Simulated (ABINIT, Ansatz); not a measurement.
# Ba2IBrF2 (P4mm): G0W0 with ABINIT, start to end, part 3 of 3

How does a plane-wave GW calculation on Ba2IBrF2 (P4mm) run from the first input to the gap?

ABINIT 10.8.3; PBEsol and many-body steps on it, plane waves. Known limits of the many-body steps: not at the basis limit; no spin-orbit coupling; coarse k mesh.

So far. Step 3 (Bands along the symmetry lines): The gap is 4.250 eV, as in the run before at this level. Step 4 (Empty states on the mesh, 2×2×1 mesh, 331 bands): On this mesh the gap is 4.250 eV.

### Step 5. Screening, 2×2×1 mesh, 301 bands, screening to 176.9 eV

The RPA dielectric matrix is built and inverted for each q.

This step: RPA screening on PBEsol, plane waves, norm-conserving pseudopotentials.

run.abi reads:

```
acell 3*1.0 Angstrom
rprim 
  4.623364000000 0.000000000000 0.000000000000
  0.000000000000 4.623364000000 0.000000000000
  0.000000000000 0.000000000000 7.991386000000
ntypat 4
znucl 56 53 35 9
natom 6
typat 1 1 2 3 4 4
xred 
  0.500000000000 0.500000000000 0.827396000000
  0.000000000000 0.000000000000 0.185191000000
  0.000000000000 0.000000000000 0.641387000000
  0.500000000000 0.500000000000 0.340098000000
  0.500000000000 0.000000000000 0.002964000000
  0.000000000000 0.500000000000 0.002964000000
pp_dirpath "pseudos"
pseudos "Ba.upf, I.upf, Br.upf, F.upf"
ecut 36
ngkpt 2 2 1
nshiftk 1
shiftk 0 0 0
kptopt 1
chksymbreak 0
istwfk *1
occopt 1
irdwfk 1
optdriver 3
nband 301
ecuteps 6.5
inclvkb 2
awtr 1
symchi 1
indata_prefix "in"
outdata_prefix "out"
tmpdata_prefix "tmp"
```

Run with:

```
OMP_NUM_THREADS=1 mpirun -n 4 abinit run.abi > log
```

Numbers of over 12 decimals in the logs are rounded to 6 here.

Output:

```text
.Version 10.8.3 of ABINIT. v10.8.2 released Aug 2026.

 Symmetries : space group P4 m m (# 99); Bravais tP (primitive tetrag.)
[... echo of the input left out ...]
== DATASET  1 ==================================================================
-   mpi_nproc: 4, omp_nthreads: 1 (-1 if OMP is not activated)

--- !DatasetInfo
iteration_state: {dtset: 1, }
dimensions: {natom: 6, nkpt: 3, mband: 301, nsppol: 1, nspinor: 1, nspden: 1, mpw: 11965, }
cutoff_energies: {ecut:  36.0, pawecutdg:  -1.0, }
electrons: {nelect:   4.80000000E+01, charge:   0.00000000E+00, occopt:   1.00000000E+00, tsmear:   1.00000000E-02, }

 SCREENING: Calculation of the susceptibility and dielectric matrices

 Based on a program developped by R.W. Godby, V. Olevano, G. Onida, and L. Reining.
 Incorporated in ABINIT by V. Olevano, G.-M. Rignanese, and M. Torrent.
.Using double precision arithmetic ; gwpc =  8

[... cell and pseudopotentials left out ...]
--------------------------------------------------------------------------------

 ==== K-mesh for the wavefunctions ====
 Number of points in the irreducible wedge :     3
[... list of points left out ...]
 Together with  8 symmetry operations and time-reversal symmetry
 yields     4 points in the full Brillouin Zone.

 ==== Q-mesh for the screening function ====
 Number of points in the irreducible wedge :     3
[... list of points left out ...]
 Together with  8 symmetry operations and time-reversal symmetry
 yields     4 points in the full Brillouin Zone.

 setmesh: FFT mesh size selected  =    36x   36x   60
          total number of points  =        77760

 vcoul_init : cutoff-mode = AUXILIARY_FUNCTION
 q-points for optical limit:   1
     1)      0.000010    0.000020    0.000030

- screening: taking advantage of time-reversal symmetry
- Maximum band index for partially occupied states nbvw = 24
- Remaining bands to be divided among processors   nbcw = 277
- Number of bands treated by each node ~69

 Number of electrons calculated from density =   48.0000; Expected =   48.0000
 average of density, n =  0.041640
 r_s =    1.7898
 omega_plasma =   19.6838 [eV]

 calculating chi0 at frequencies [eV] :
  1    0.000000E+00    0.000000E+00
  2    0.000000E+00    1.968379E+01

--------------------------------------------------------------------------------
  q-point number  1        q = ( 0.000000, 0.000000, 0.000000) [r.l.u.]
--------------------------------------------------------------------------------
[... chi0 elements left out ...]
 For q-point:  0.000010 0.000020 0.000030
  dielectric constant =   3.6849
  dielectric constant without local fields =   4.3256

  Average fulfillment of the sum rule on Im[epsilon] for q-point    1 :     83.79  [%]
[... wings left out ...]
  q-point number  2        q = ( 0.500000, 0.000000, 0.000000) [r.l.u.]
--------------------------------------------------------------------------------
[... chi0 elements left out ...]
  Average fulfillment of the sum rule on Im[epsilon] for q-point    2 :     86.05  [%]

 [... 1 further q-points ...]
```

It took 98 s on 4 MPI ranks of Arm Neoverse V1, shared host; peak memory 2.2 GiB.

This step gave:

```yaml
eps_infinity_with_local_fields_on_this_mesh_along_the_program_s_q_direction: 3.685
the_same_without_local_fields: 4.326
plasma_frequency: 19.68 eV
plane_waves_in_the_screening_matrix: 873
```

Local fields lower ε∞ by 15 %. On a Γ-centred mesh this coarse the value itself is usually too large, while a short band sum pulls it down.

### Step 6. Self-energy, 2×2×1 mesh, 301 bands, screening to 176.9 eV

The self-energy is evaluated for the states that the input lists, and the levels follow from it, in one-shot runs by the linearised quasiparticle equation.

This step: G0W0 on PBEsol, plane waves, norm-conserving pseudopotentials.

run.abi, as its differences from that of step 5:

```diff
@@ -27,8 +27,15 @@
 irdwfk 1
-optdriver 3
+optdriver 4
 nband 301
+gwcalctyp 0
+ecutsigx 36
+symsigma 1
+nkptgw 1
+kptgw 
+  0.0000000000 0.0000000000 0.0000000000
+bdgw 
+  23 26
 ecuteps 6.5
-inclvkb 2
-awtr 1
-symchi 1
+irdscr 1
+ppmodel 1
 indata_prefix "in"
```

Output:

```text
.Version 10.8.3 of ABINIT. v10.8.2 released Aug 2026.

 Symmetries : space group P4 m m (# 99); Bravais tP (primitive tetrag.)
[... echo of the input left out ...]
== DATASET  1 ==================================================================
-   mpi_nproc: 4, omp_nthreads: 1 (-1 if OMP is not activated)

--- !DatasetInfo
iteration_state: {dtset: 1, }
dimensions: {natom: 6, nkpt: 3, mband: 301, nsppol: 1, nspinor: 1, nspden: 1, mpw: 11965, }
cutoff_energies: {ecut:  36.0, pawecutdg:  -1.0, }
electrons: {nelect:   4.80000000E+01, charge:   0.00000000E+00, occopt:   1.00000000E+00, tsmear:   1.00000000E-02, }

 SIGMA: Calculation of the GW corrections

 Based on a program developped by R.W. Godby, V. Olevano, G. Onida, and L. Reining.
 Incorporated in ABINIT by V. Olevano, G.-M. Rignanese, and M. Torrent.
.Using double precision arithmetic ; gwpc =  8

[... cell and pseudopotentials left out ...]
--------------------------------------------------------------------------------

 ==== K-mesh for the wavefunctions ====
 Number of points in the irreducible wedge :     3
[... list of points left out ...]
 Together with  8 symmetry operations and time-reversal symmetry
 yields     4 points in the full Brillouin Zone.

 ==== Q-mesh for screening function ====
 Number of points in the irreducible wedge :     3
[... list of points left out ...]
 Together with  8 symmetry operations and time-reversal symmetry
 yields     4 points in the full Brillouin Zone.

 vcoul_init : cutoff-mode = AUXILIARY_FUNCTION
 q-points for optical limit:   1
     1)      0.000010    0.000020    0.000030
 setmesh: FFT mesh size selected  =    48x   48x   81
          total number of points  =       186624

 Number of electrons calculated from density =   48.0000; Expected =   48.0000
 average of density, n =  0.041640
 r_s =    1.7898
 omega_plasma =   19.6838 [eV]

 === KS Band Gaps ===
  >>>> For spin  1
   Minimum direct gap =   4.2500 [eV], located at k-point      :   0.0000  0.0000  0.0000
   Fundamental gap    =   4.2500 [eV], Top of valence bands at :   0.0000  0.0000  0.0000
                                       Bottom of conduction at :   0.0000  0.0000  0.0000
 SIGMA fundamental parameters:
 PLASMON POLE MODEL  1
 number of plane-waves for SigmaX                11965
 number of plane-waves for SigmaC and W            873
 number of plane-waves for wavefunctions         11965
 number of bands                                   301
 number of independent spin polarizations            1
 number of spinorial components                      1
 number of k-points in IBZ                           3
 number of q-points in IBZ                           3
 number of symmetry operations                       8
 number of k-points in BZ                            4
 number of q-points in BZ                            4
 number of frequencies for dSigma/dE                 9
 frequency step for dSigma/dE [eV]                0.25
 number of omega for Sigma on real axis              0
 max omega for Sigma on real axis  [eV]           0.00
 zcut for avoiding poles [eV]                     0.10

 EPSILON^-1 parameters (SCR file):
 dimension of the eps^-1 matrix on file            873
 dimension of the eps^-1 matrix used               873
 number of plane-waves for wavefunctions         11965
 number of bands                                   301
 number of q-points in IBZ                           3
 number of frequencies                               2
 number of real frequencies                          1
 number of imag frequencies                          1

 matrix elements of self-energy operator (all in [eV])

 Perturbative Calculation

--- !SelfEnergy_ee
iteration_state: {dtset: 1, }
kpoint     : [   0.000,    0.000,    0.000, ]
spin       : 1
KS_gap     :    4.250
QP_gap     :    6.299
Delta_QP_KS:    2.049
data: !SigmaeeData |
     Band     E0 <VxcDFT>   SigX SigC(E0)      Z dSigC/dE  Sig(E)    E-E0       E
       23   2.397 -11.959 -15.261   1.752   0.816  -0.225 -13.225  -1.266   1.130
       24   2.397 -11.959 -15.261   1.752   0.816  -0.225 -13.225  -1.266   1.130
       25   6.647  -8.509  -4.148  -3.430   0.840  -0.190  -7.727   0.782   7.429
       26   6.953  -8.356  -3.825  -3.590   0.843  -0.187  -7.563   0.793   7.746

== END DATASET(S) ==============================================================
================================================================================

 -outvars: echo values of variables after computation  --------
           etotal      0.0000000000E+00
            nband         301
             nkpt           3
          spgroup          99
 [... the other variables as echoed above ...]

 Calculation completed.
```

Run time: 38 s. Hardware: 4 MPI ranks; peak memory 2.2 GiB.

Numbers from this step:

| Property | Result |
| --- | --- |
| G0W0 gap on the points computed | 6.299 eV |
| starting gap on the mesh | 4.250 eV |
| k of the valence top | 0, 0, 0 |
| k of the conduction bottom | 0, 0, 0 |
| Z at the valence top | 0.816 |
| Z at the conduction bottom | 0.84 |
| least direct G0W0 gap on the computed points | 6.299 eV |

The gap on the mesh goes from 4.25 eV to 6.30 eV, a correction of +2.05 eV.

Limits: finite bands, cutoff and mesh; no spin-orbit coupling; coarse k mesh. v1 is the top filled band, c1 the lowest empty one. Levels before and after the correction, in eV, zero at the valence-band top of each column:

```
           conduction bottom  valence top
Kohn-Sham               4.25         0.00
     G0W0               6.30         0.00
```

```csv
,level,energy (eV)
Kohn-Sham,Γ v2-v1,0.000
Kohn-Sham,Γ c1,4.250
Kohn-Sham,Γ c2,4.557
G0W0,Γ v2-v1,0.000
G0W0,Γ c1,6.299
G0W0,Γ c2,6.616
```

### Step 7. Where the time went

Times are wall times on 4 MPI ranks of Arm Neoverse V1, shared host, good to a factor of about two.

```csv
step,time,share,memory (GiB)
ground state,1.9 min,15 %,0.59
bands along the symmetry lines,3.7 min,30 %,0.76
empty states on the mesh,4.6 min,37 %,0.57
screening,98 s,13 %,2.2
self-energy,38 s,5 %,2.2
```

### Step 8. What came out

```
PBEsol gap           : 4.25 eV, direct
G0W0 gap on the mesh : 6.30 eV
GW settings          : 2×2×1 mesh, 301 bands, screening to 176.9 eV, Godby-Needs plasmon pole
known limits         : not at the basis limit; no spin-orbit coupling; coarse k mesh
```

In words: G0W0 moves the gap on the mesh from 4.25 eV to 6.30 eV (+2.05 eV), with Z of 0.82 and 0.84 at the edges. Local fields lower the RPA ε∞ on this mesh from 4.33 to 3.68; a Γ-centred mesh this coarse tends to raise both, most where the direct gap is narrow, while a short band sum lowers them. Only 1 of the mesh's irreducible points was corrected, so a valley elsewhere could overtake. Bands and cutoff are finite, so the gap is not at the basis limit. The miss can reach some tenths of an eV and take either sign; the mesh is an error of its own. In the G0W0 run levels were corrected at 1 k point alone, so a gap called «on the mesh» is the least over those, and an edge elsewhere would be missed. The 2×2×1 mesh is coarse for this cell, which bears on the long-range parts of exchange and screening. The many-body steps are scalar-relativistic: spin-orbit coupling is not in them.

[Paths, hosts, dates, memory and timing lines, banners, echoed tables and standing remarks are left out of the program output.]

[Logs are printed without paths, hosts, clocks, repeated set-up lines and the standing remarks that a program may print on its own settings, such as how far it seeks lower states.]

[Runs of the session that timed out or met a known fault of the program may be left out.]

[Hosts, paths, dates, database ids (printed as entryN), source tags and the programs' standing remarks are cut or masked in the printed files.]

[G0W0 gaps are taken among the corrected bands and points alone; a level outside them can change the order at an edge.]

[Where Ansatz stands beside ABINIT at settings called matched, ABINIT's density can come from a denser mesh and the files from another edition; pairs whose starting gaps differed by over 0.03 eV were left out, so agreement reads better than it is.]
